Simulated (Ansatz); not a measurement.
## Lattice dynamics of YS (Fm-3m)

How does YS (Fm-3m) vibrate, and is this structure a minimum?

Program: Ansatz 0.2.0. Level of theory: DFT PBEsol, scalar-relativistic, plane waves, norm-conserving pseudopotentials. Results are calculated unless marked as measured.

## (1) The starting structure

It takes space group Fm-3m (No. 225, cubic). Conventional cell: a = 5.487 Å, b = 5.487 Å, c = 5.487 Å, α = 90.00°, β = 90.00°, γ = 90.00°. Nearest to Y lie 6 S at 2.74 Å. Nearest to S lie 6 Y at 2.74 Å. Farther neighbours and most contacts between anions are not listed.

Structure file:

```
Y S
1.0
     0.00000    2.74365    2.74365
     2.74365    0.00000    2.74365
     2.74365    2.74365    0.00000
Y S
1 1
Direct
  0.50000 0.50000 0.50000
  0.00000 0.00000 0.00000
```

## (2) Relaxation

Harmonic phonons are second derivatives at a point where the forces vanish, and they are wanted at zero stress, so atoms and cell are relaxed first.

Input file input.yaml:

```yaml
crystal:
  lattice:
    - [0.0, 2.74365, 2.74365]
    - [2.74365, 0.0, 2.74365]
    - [2.74365, 2.74365, 0.0]
  atoms:
    - { symbol: "Y", position: [0.5, 0.5, 0.5] }
    - { symbol: S, position: [0.0, 0.0, 0.0] }
kpoints:
  mp_grid: { grid: [12, 12, 12] }
hamiltonian:
  xc: pbesol
  pseudopotentials: { kind: nc }
scf:
  occupations: { method: gaussian, width: 0.1 }
output:
  forces: true
  stress: true
  eigenvalues: true
relax:
  adjacent_minimum: "off"
  f_tol: 0.005
  max_steps: 80
  cell: { stress_tol: 0.05 }
```

Command:

```sh
$ ansatz run input.yaml --threads 4 --pin off --max-ram 7168MiB --backend cpu --events-out ev --progress --plain --runs-dir out
```

Numbers of over 12 decimals in the logs are rounded to 6 here.

The program printed:

```text
Engine: ansatz 0.2.0, aarch64-unknown-linux-gnu
Pseudopotentials: kind: nc
Pseudopotential: Y, nc, valence charge 11, recommended cutoff 979.609905 eV (normal), Y.nc.azcp (PseudoDojo's, or run here from an input of PseudoDojo's: the run reads no file of this project's for it)
Pseudopotential: S, nc, valence charge 6, recommended cutoff 707.496042 eV (normal), S.nc.azcp (PseudoDojo's, or run here from an input of PseudoDojo's: the run reads no file of this project's for it)
Functional definition: PBEsol
  exchange = pbesol_x
  correlation = pbesol_c
Crystal: 2 atoms, lattice volume = 41.306 Å³
Basis set: ecut = 979.609905 eV, 2891 PW (Γ), exchange–correlation on 80×80×80 points (8 copies of the dense FFT grid, shifted against one another)
Bands: 13, of which v1, the nominal top of the filled ones, is band 9 counted from 1 (8 counted from 0)
Symmetry: 48 space group operations
Space group: Fm-3m (ITA 225), of the structure as read, at distance tolerance 3.5e-5 Å
k-points: 72 of 1728
Non-local potential: Y, projectors of the file, l = 0: 2, l = 1: 2, l = 2: 2
Non-local potential: S, projectors of the file, l = 0: 2, l = 1: 2, l = 2: 2
Initial density: superposition of atomic densities (chi_scale 0.1, normalization cell, long waves kept (reshape's long-wave potential 0.00 eV rms))
Initial wavefunctions: pseudopotential atomic-orbital guess
Functional: x = pbesol(κ = 0.804, μ = 0.123457), c = pbesol(β = 0.046)
SCF iter   1: F=—  HF=-1413.888493 eV  |F-HF|=—  |Δ(HF+E_count)|=         —  Δρ=2.48e-2  dr2=2.88e-1  ethr=3.10e-3  ⟨swp⟩=6.0  Hψ=6235  notcnv=0
preconditioner: auto → Kerker (q_TF=auto, 2.353 Å⁻¹)  [metal: Δε(μ)=0.092 eV  Ē_g=9.015 eV  σ=0.100 eV  W_gap=0.48  n_scr=14 (ndim 8)  ℏωp=17.3 eV  f_vac=0.000  D(μ)=0.44/eV (n_scr^D=0)]
SCF iter   2: F=—  HF=-1413.819964 eV  |F-HF|=—  |Δ(HF+E_count)|=   6.85e-2  Δρ=1.24e-2  dr2=6.87e-2  ethr=1.70e-3  ⟨swp⟩=2.4  Hψ=1793  notcnv=0  defer=20
SCF iter   3: F=—  HF=-1413.800773 eV  |F-HF|=—  |Δ(HF+E_count)|=   1.92e-2  Δρ=2.68e-3  dr2=3.85e-3  ethr=4.04e-4  ⟨swp⟩=3.0  Hψ=1708  notcnv=0  defer=23
SCF iter   4: F=—  HF=-1413.800119 eV  |F-HF|=—  |Δ(HF+E_count)|=   6.54e-4  Δρ=4.80e-4  dr2=6.52e-5  ethr=2.26e-5  ⟨swp⟩=2.5  Hψ=1531  notcnv=0  defer=23
SCF iter   5: F=—  HF=-1413.800130 eV  |F-HF|=—  |Δ(HF+E_count)|=   1.11e-5  Δρ=1.06e-4  dr2=4.09e-6  ethr=3.83e-7  ⟨swp⟩=2.5  Hψ=1562  notcnv=0  defer=23
SCF iter   6: F=—  HF=-1413.800132 eV  |F-HF|=—  |Δ(HF+E_count)|=   1.57e-6  Δρ=2.05e-5  dr2=1.26e-7  ethr=2.41e-8  ⟨swp⟩=1.5  Hψ=959  notcnv=0  defer=23
SCF iter   7: F=-1413.800132 eV  HF=-1413.800132 eV  |F-HF|=3.00e-10  |Δ(HF+E_count)|=   3.31e-8  Δρ=2.10e-6  dr2=7.62e-10  ethr=5.88e-10  ⟨swp⟩=8.5  Hψ=5342  notcnv=0
SCF 1 converged in 7 iterations: F = -1413.800132 eV  dr2 = 7.62e-10
relax step   1: F+E_penalty+E_count = -1413.80013159 eV  Δ(F+E_penalty+E_count) = +0.000e0 eV  max|allowed force component| = 3.533e-29 eV/Å  Δτ_max = 0.0000 Å  P = -1.555 GPa  Ω = 41.306 Å³  (7 SCF iters, dr2 threshold 1.00e-7 eV, accepted)
Crystal: 2 atoms, lattice volume = 40.013 Å³
Basis set: ecut = 979.609905 eV, 2733 PW (Γ), exchange–correlation on 80×80×80 points (8 copies of the dense FFT grid, shifted against one another)
Initial density: handed on by an earlier stage of this run
Initial wavefunctions: those handed on with the density
iter 1 solved again at ethr=1.74e-6 eV; its pass at ethr=3.10e-3 eV (dr2=2.97e-4 eV) is discarded
SCF iter   1: F=—  HF=-1413.799947 eV  |F-HF|=—  |Δ(HF+E_count)|=         —  Δρ=7.17e-4  dr2=2.84e-4  ethr=1.74e-6  ⟨swp⟩=2.5  Hψ=7735  notcnv=0
preconditioner: auto → Kerker (q_TF=auto, 2.366 Å⁻¹)  [metal: Δε(μ)=0.052 eV  Ē_g=9.498 eV  σ=0.100 eV  W_gap=0.29  n_scr=14 (ndim 8)  ℏωp=17.6 eV  f_vac=0.000  D(μ)=0.49/eV (n_scr^D=0)]
SCF iter   2: F=—  HF=-1413.799895 eV  |F-HF|=—  |Δ(HF+E_count)|=   5.18e-5  Δρ=4.80e-4  dr2=1.27e-4  ethr=1.67e-6  ⟨swp⟩=1.0  Hψ=936  notcnv=0
SCF iter   3: F=—  HF=-1413.799860 eV  |F-HF|=—  |Δ(HF+E_count)|=   3.51e-5  Δρ=6.83e-5  dr2=1.88e-6  ethr=7.47e-7  ⟨swp⟩=2.8  Hψ=1508  notcnv=0
SCF iter   4: F=-1413.799860 eV  HF=-1413.799860 eV  |F-HF|=1.33e-8  |Δ(HF+E_count)|=   1.40e-7  Δρ=1.34e-5  dr2=5.32e-8  ethr=1.18e-9  ⟨swp⟩=7.8  Hψ=5493  notcnv=0
SCF 2 converged in 4 iterations: F = -1413.799860 eV  dr2 = 5.32e-8
relax step   2: F+E_penalty+E_count = -1413.79986012 eV  Δ(F+E_penalty+E_count) = +2.715e-4 eV  max|allowed force component| = 9.401e-29 eV/Å  Δτ_max = 0.0000 Å  P = +1.750 GPa  Ω = 40.013 Å³  energy of the carried Pulay correction = +1.388e-4 eV  (4 SCF iters, dr2 threshold 2.00e-7 eV, rejected (line search))
Crystal: 2 atoms, lattice volume = 40.688 Å³
Basis set: ecut = 979.609905 eV, 2741 PW (Γ), exchange–correlation on 80×80×80 points (8 copies of the dense FFT grid, shifted against one another)
iter 1 solved again at ethr=4.85e-7 eV; its pass at ethr=3.10e-3 eV (dr2=8.25e-5 eV) is discarded
SCF iter   1: F=—  HF=-1413.803347 eV  |F-HF|=—  |Δ(HF+E_count)|=         —  Δρ=3.77e-4  dr2=7.88e-5  ethr=4.85e-7  ⟨swp⟩=2.6  Hψ=7578  notcnv=0
preconditioner: auto → Kerker (q_TF=auto, 2.359 Å⁻¹)  [metal: Δε(μ)=0.040 eV  Ē_g=9.424 eV  σ=0.100 eV  W_gap=0.22  n_scr=14 (ndim 8)  ℏωp=17.5 eV  f_vac=0.000  D(μ)=0.53/eV (n_scr^D=0)]
SCF iter   2: F=—  HF=-1413.803332 eV  |F-HF|=—  |Δ(HF+E_count)|=   1.49e-5  Δρ=2.51e-4  dr2=3.43e-5  ethr=4.64e-7  ⟨swp⟩=1.0  Hψ=936  notcnv=0
SCF iter   3: F=—  HF=-1413.803323 eV  |F-HF|=—  |Δ(HF+E_count)|=   9.32e-6  Δρ=3.76e-5  dr2=6.33e-7  ethr=2.02e-7  ⟨swp⟩=2.8  Hψ=1501  notcnv=0
SCF iter   4: F=—  HF=-1413.803323 eV  |F-HF|=—  |Δ(HF+E_count)|=   3.31e-8  Δρ=1.01e-5  dr2=2.52e-8  ethr=3.72e-9  ⟨swp⟩=2.7  Hψ=1558  notcnv=0
SCF iter   5: F=—  HF=-1413.803323 eV  |F-HF|=—  |Δ(HF+E_count)|=   8.32e-9  Δρ=1.78e-6  dr2=1.08e-9  ethr=1.48e-10  ⟨swp⟩=2.0  Hψ=1096  notcnv=0
SCF iter   6: F=-1413.803323 eV  HF=-1413.803323 eV  |F-HF|=6.82e-12  |Δ(HF+E_count)|=  3.81e-10  Δρ=2.48e-7  dr2=1.45e-11  ethr=1.00e-12  ⟨swp⟩=5.7  Hψ=5138  notcnv=0
SCF 3 converged in 6 iterations: F = -1413.803323 eV  dr2 = 1.45e-11
relax step   3: F+E_penalty+E_count = -1413.80332315 eV  Δ(F+E_penalty+E_count) = -3.192e-3 eV  max|allowed force component| = 1.177e-29 eV/Å  Δτ_max = 0.0000 Å  P = -0.043 GPa  Ω = 40.688 Å³  energy of the carried Pulay correction = +6.584e-5 eV  (6 SCF iters, accepted)
Initial wavefunctions: pseudopotential atomic-orbital guess (no wavefunctions were taken with the density)
iter 1 solved again at ethr=1.94e-7 eV; its pass at ethr=3.10e-3 eV (dr2=3.30e-5 eV) is discarded
SCF iter   1: F=—  HF=-1413.803266 eV  |F-HF|=—  |Δ(HF+E_count)|=         —  Δρ=1.30e-5  dr2=2.86e-9  ethr=1.94e-7  ⟨swp⟩=4.0  Hψ=9670  notcnv=0
eigensolver tolerance schedule: the retry pair's looser diagonalisation over-reported the residual by 11529.15 of it (diagonalisation noise at 2.60 of the residual, at the tolerance the schedule requests for it); recorded, not acted on — ethr = c·dr2/N_el stays at c = 1.0e-1
preconditioner: auto → Kerker (q_TF=auto, 2.359 Å⁻¹)  [metal: Δε(μ)=0.041 eV  Ē_g=9.421 eV  σ=0.100 eV  W_gap=0.22  n_scr=14 (ndim 8)  ℏωp=17.5 eV  f_vac=0.000  D(μ)=0.53/eV (n_scr^D=0)]
SCF iter   2: F=—  HF=-1413.803267 eV  |F-HF|=—  |Δ(HF+E_count)|=   4.35e-7  Δρ=6.84e-6  dr2=8.41e-10  ethr=1.68e-11  ⟨swp⟩=3.3  Hψ=2106  notcnv=0
SCF iter   3: F=-1413.803267 eV  HF=-1413.803267 eV  |F-HF|=5.57e-11  |Δ(HF+E_count)|=   6.52e-9  Δρ=6.68e-7  dr2=1.92e-11  ethr=1.00e-12  ⟨swp⟩=7.0  Hψ=6245  notcnv=0
SCF 4 converged in 3 iterations: F = -1413.803267 eV  dr2 = 1.92e-11
relax step   4: F+E_penalty+E_count = -1413.80326659 eV  Δ(F+E_penalty+E_count) = +5.655e-5 eV  max|allowed force component| = 1.708e-29 eV/Å  Δτ_max = 0.0000 Å  P = -0.048 GPa  Ω = 40.688 Å³  stress off target by 4.77e-2 GPa  SCF on the basis re-selected at this cell (its energy is not comparable with the rows above)  (3 SCF iters)
basis re-selected at this cell: Δ(F+E_penalty+E_count) = +5.655e-5 eV, ΔP = -0.004 GPa vs the last step (what re-selecting the basis moved, of the pressure what is left beyond the Pulay correction that the steps carried, after the strain that the cell walked since its last selection, with what the two solves' SCF thresholds leave and, on support functions, any second-order correction that the steps lacked; it is no m [...]
SCF converged after 3 iterations
Free energy (F): -1413.803267 eV
Harris-Foulkes:  -1413.803267 eV  (|F-HF|=5.57e-11)
Internal energy: -1413.800639 eV  (E = F + TS)
E sigma→0 (E₀):  -1413.801953 eV
Entropy (-TS):   -0.002628 eV (-1.314 meV/atom)
Fermi energy:    12.696829 eV
--- Per-component energies (eV) ---
  E_band       = -71.403343
  E_kinetic    = 423.758587
  E_local      = -727.818890  (includes V_loc(G=0)·N_el)
  E_nonlocal   = 156.094338
  E_hartree    = 177.151466
  E_xc         = -304.062140
  E_vxc        = -277.740288  (∫ρ·V_xc dr)
  E_ewald      = -1138.924001
  E_smearing   = -0.002628  (= −TS)
  E_closure    = -0.000000  (closes the sum)
  Σ components = -1413.803267   (vs F -1413.803267, Δ=0.00e0)
--- Forces (eV/Å), atoms counted from 1 ---
  atom   1  Y      0.00000000    -0.00000000     0.00000000
  atom   2  S     -0.00000000     0.00000000    -0.00000000
  max |Σ_I F_I| component: 3.34e-29 eV/Å
--- Stress (GPa, compression-positive) ---
       -0.047745      -0.000000      -0.000000
       -0.000000      -0.047745      -0.000000
       -0.000000      -0.000000      -0.047745
  P = ⅓ Tr σ = -0.0477 GPa (-0.477 kbar)
--- Band table (eV; the first three rows and the last of 72) ---
  k-point 0: bands = [... 5 lower, 9.3018, 9.3018, 9.3018, 12.4745, 12.4745, 12.4745, 13.3325, 13.3325]
  k-point 1: bands = [... 5 lower, 8.8870, 9.0845, 9.0845, 12.5684, 12.6221, 12.6221, 13.6704, 13.6704]
  k-point 2: bands = [... 5 lower, 8.0009, 8.6118, 8.6118, 12.7308, 13.0111, 13.0111, 14.5454, 14.5454]
  k-point 71: bands = [... 5 lower, 7.1946, 7.4603, 7.4603, 13.5395, 13.5395, 15.5263, 16.1942, 16.6273]
--- Relaxed structure (3 steps of the walk, 2 accepted, 1 SCFs on fresh bases) ---
  F+E_penalty+E_count = -1413.80326659 eV   max|allowed force component| = 1.708e-29 eV/Å   (the final SCF, on the basis selected at the relaxed cell)
  cell:  # Å, volume = 40.6876 Å³
    - [0, 2.729882, 2.729882]
    - [2.729882, 0, 2.729882]
    - [2.729882, 2.729882, 0]
  atoms:
    - { symbol: Y, position: [0.5, 0.5, 0.5] }
    - { symbol: S, position: [0, 0, 0] }
```

Run time: 7.1 s. Hardware: 4 threads of Arm Neoverse V2, shared host; peak memory 0.43 GiB.

This run has no spin polarisation although its electron count is odd.

Step by step:

| step | energy less that of the first step (eV) | largest force component (eV/Å) | pressure (GPa) | volume (Å³) |
| --- | --- | --- | --- | --- |
| 1 | 0.0000 | 0.0000 | -1.56 | 41.31 |
| 2 | 0.0003 | 0.0000 | 1.75 | 40.01 |
| 3 | -0.0032 | 0.0000 | -0.04 | 40.69 |
| 4* | -0.0031 | 0.0000 | -0.05 | 40.69 |

Relaxation steps marked * repeat the geometry before them on a plane-wave basis chosen anew for their cell, so energy and pressure can jump there. Relaxation step 2 was tried and not accepted.

The run keeps the 48 symmetry operations that it works with, so distortions that break them were not tested.

```
conventional cell, symmetrised  before  after  change
                         a (Å)   5.487  5.460  -0.5 %
                         b (Å)   5.487  5.460  -0.5 %
                         c (Å)   5.487  5.460  -0.5 %
              volume (Å³/atom)   20.65  20.34  -1.5 %
```

Final coordinates:

```xyz
2
Lattice="0.0000 2.7299 2.7299 2.7299 0.0000 2.7299 2.7299 2.7299 0.0000" Properties=species:S:1:pos:R:3 pbc="T T T"
Y     2.7299    2.7299    2.7299
S     0.0000    0.0000    0.0000
```

Numbers from this step:

| Item | Value |
| --- | --- |
| pressure | -0.04774 GPa |
| volume per atom | 20.34 Å³ |
| gap on the k-mesh | 0 eV |

In this step the volume went from 20.65 to 20.34 Å³/atom.

## (3) Tight relaxation

Phonons need a cell at rest on their own settings, so the relaxation is repeated with tight tolerances on forces and stress on the k mesh and occupations of the first response run.

input.yaml, the sections that differ from step 2:

```yaml
crystal:
  lattice:
    - [0.0, 2.7298823815, 2.7298823815]
    - [2.7298823815, 0.0, 2.7298823815]
    - [2.7298823815, 2.7298823815, 0.0]
  atoms:
    - { symbol: "Y", position: [0.5, 0.5, 0.5] }
    - { symbol: S, position: [0.0, 0.0, 0.0] }
scf:
  occupations: { method: methfessel_paxton, width: 0.15 }
relax:
  adjacent_minimum: "off"
  f_tol: 0.001
  max_steps: 60
  cell: { stress_tol: 0.01 }
# kpoints, hamiltonian, output: as in step 2
```

The program printed:

```text
[...]
Crystal: 2 atoms, lattice volume = 40.688 Å³
Basis set: ecut = 979.609905 eV, 2741 PW (Γ), exchange–correlation on 80×80×80 points (8 copies of the dense FFT grid, shifted against one another)
Bands: 13, of which v1, the nominal top of the filled ones, is band 9 counted from 1 (8 counted from 0)
Symmetry: 48 space group operations
[...]
k-points: 72 of 1728
[...]
k-point 71: bands = [... 5 lower, 7.2012, 7.4678, 7.4678, 13.5481, 13.5481, 15.5368, 16.2058, 16.6386]
--- Relaxed structure (3 steps of the walk, 3 accepted, 1 SCFs on fresh bases) ---
[...]
cell:  # Å, volume = 40.6632 Å³
    - [0, 2.729338, 2.729338]
    - [2.729338, 0, 2.729338]
    - [2.729338, 2.729338, 0]
  atoms:
    - { symbol: Y, position: [0.5, 0.5, 0.5] }
    - { symbol: S, position: [0, 0, 0] }
[key lines of the parts left out:]
SCF converged after 5 iterations
Free energy (F): -1413.801400 eV
Fermi energy:    12.709649 eV
P = ⅓ Tr σ = -0.0003 GPa (-0.003 kbar)
```

Elapsed: 6.8 s, on 4 threads; peak memory 0.43 GiB.

Little changed from the start: no atom moved by 0.005 Å and no cell edge by 0.1 %.

This step gave:

```yaml
pressure: -2.55e-4 GPa
volume_per_atom: 20.33 Å³
```

The forces vanish by symmetry and the pressure is 0.000 GPa, within the tolerances set. The cell now holds 20.33 Å³/atom.

## (4) Zone-centre response

The zone centre comes first: it holds the modes that light can see, as far as symmetry allows. No field response is asked, since the mesh shows no gap.

input.yaml, the sections that differ from step 3:

```yaml
crystal:
  lattice:
    - [0.0, 2.7293379418, 2.7293379418]
    - [2.7293379418, 0.0, 2.7293379418]
    - [2.7293379418, 2.7293379418, 0.0]
  atoms:
    - { symbol: "Y", position: [0.5, 0.5, 0.5] }
    - { symbol: S, position: [0.0, 0.0, 0.0] }
output:
  eigenvalues: true
phonons:
  method: dfpt
# kpoints, hamiltonian, scf: as in step 3
# relax: removed
```

The program printed:

```text
[...]
Crystal: 2 atoms, lattice volume = 40.663 Å³
Basis set: ecut = 979.609905 eV, 2741 PW (Γ), exchange–correlation on 80×80×80 points (8 copies of the dense FFT grid, shifted against one another)
Bands: 13, of which v1, the nominal top of the filled ones, is band 9 counted from 1 (8 counted from 0)
Symmetry: 48 space group operations
k-points: 163 of 1728 (irreducible under 8 space group operations, time reversal used)
[...]
SCF iter   1: F=—  HF=-1413.890770 eV  |F-HF|=—  |Δ(HF+E_count)|=         —  Δρ=2.50e-2  dr2=2.89e-1  ethr=3.10e-3  ⟨swp⟩=6.7  Hψ=31958  notcnv=0
automatic band count: the SCF goes on with 17 bands, as 13 were too few: they end inside the smearing window of the response
[...]
SCF iter   2: F=—  HF=-1413.807809 eV  |F-HF|=—  |Δ(HF+E_count)|=   8.30e-2  S|Δr|=    0.00e0  Δρ=8.67e-3  dr2=3.59e-2  ethr=1.70e-3  ⟨swp⟩=3.8  Hψ=6398  notcnv=0  defer=521
[...]
SCF iter   9: F=-1413.801400 eV  HF=-1413.801400 eV  |F-HF|=2.27e-13  |Δ(HF+E_count)|=  4.77e-12  S|Δr|=    0.00e0  Δρ=1.68e-8  dr2=4.57e-14  ethr=1.00e-12  ⟨swp⟩=13.2  Hψ=16430  notcnv=0
SCF 1 converged in 9 iterations: F = -1413.801400 eV  dr2 = 4.57e-14
DFPT response loops at Γ: preconditioner auto → Kerker (q_TF=auto, 2.359 Å⁻¹) (partly filled bands, converged f_vac=0.000); β = 1.00, the filter's whole step (`scf.mixing.beta` (0.50) is not read by the response loops under this deck's `scf.mixing.preconditioner`; to damp them name `kerker` or `kerker_dos`, under which they read `scf.mixing.beta`, and type it under 1.00, their step now; both keys bind the ground state too); Broyden in place of MSR1
SCF converged after 9 iterations
[...]
Free energy (F): -1413.801400 eV
[...]
Internal energy: -1413.803033 eV  (E = F + TS)
E sigma→0 (E₀):  -1413.801809 eV
Entropy (-TS):   0.001633 eV (0.816 meV/atom)
Fermi energy:    12.709649 eV
[...]
--- Band table (eV; the first three rows and the last of 163) ---
  k-point 0: bands = [... 5 lower, 9.3099, 9.3099, 9.3099, 12.4821, 12.4821, 12.4821, 13.3408, 13.3408, ... 4 higher]
  k-point 1: bands = [... 5 lower, 8.8949, 9.0924, 9.0924, 12.5761, 12.6298, 12.6298, 13.6790, 13.6790, ... 4 higher]
  k-point 2: bands = [... 5 lower, 8.0084, 8.6192, 8.6192, 12.7389, 13.0191, 13.0191, 14.5548, 14.5548, ... 4 higher]
  k-point 162: bands = [... 5 lower, 7.2012, 7.4678, 7.4678, 13.5481, 13.5481, 15.5368, 16.2058, 16.6386, ... 4 higher]
--- Phonons (Γ-DFPT): 2 representative perturbations + reference, on 163 of 1728 k-points (Σ response iterations 6) ---
  k mesh reduced under 8 symmetry operations, with k and −k counted as one. Each operation leaves every solved perturbation unchanged. A smaller set is not used because it would not reduce the number of displacements times k-points to solve
  ASR residual: 3.575e-5 → 0.000e0 eV/Å²; symmetrization residual: 2.923e-6 eV/Å²
  ASR residual per site (eV/Å²): 3.57e-5 1.98e-6
  Γ frequencies (cm⁻¹): 0.00 0.00 0.00 300.10 300.10 300.10
  non-analytic LO–TO correction: not included (Born effective charges unavailable; polar crystals: no LO–TO splitting at Γ)
```

The job ended after 17 s (4 threads; peak memory 1 GiB).

Reading the cycles: dr2 is the Hartree energy of the density residual (eV), the measure of convergence; HF is the Harris–Foulkes estimate of the energy, which meets the free energy F at convergence.

Numbers from this step:

```yaml
sum_rule_residual_before_enforcement: 3.57e-5 eV/Å²
point_group: m-3m
highest_optical_mode_at_the_zone_centre_no_lo_to_term: 300.1 cm⁻¹
lowest_optical_zone_centre_mode: 300.1 cm⁻¹
```

Patterns of degenerate modes are one choice out of their space. The modes at Γ (shares of kinetic energy by element, %):

```csv
mode,frequency (cm⁻¹),symmetry,Y %,S %
1,0.0,acoustic,73,27
2,0.0,acoustic,73,27
3,0.0,acoustic,73,27
4,300.1,T1u,27,73
5,300.1,T1u,27,73
6,300.1,T1u,27,73
```

Displacements in mode 6 (300.1 cm⁻¹), the largest set to 1:
```
Y1   0.00  0.00 -0.36
S2   0.00  0.00  1.00
```

Before it was imposed, the acoustic sum rule was missed by 3.6e-5 eV/Å². Small misses are needed for a sound result but don't prove that mesh and cutoff are converged. The lowest optical mode is real, 300 cm⁻¹.

(Part 1 of 2 ends here.)

[Logs are printed without paths, hosts, clocks, repeated set-up lines and the standing remarks that a program may print on its own settings, such as how far it seeks lower states.]

[Hosts, paths, dates, database ids (printed as entryN), source tags and the programs' standing remarks are cut or masked in the printed files.]
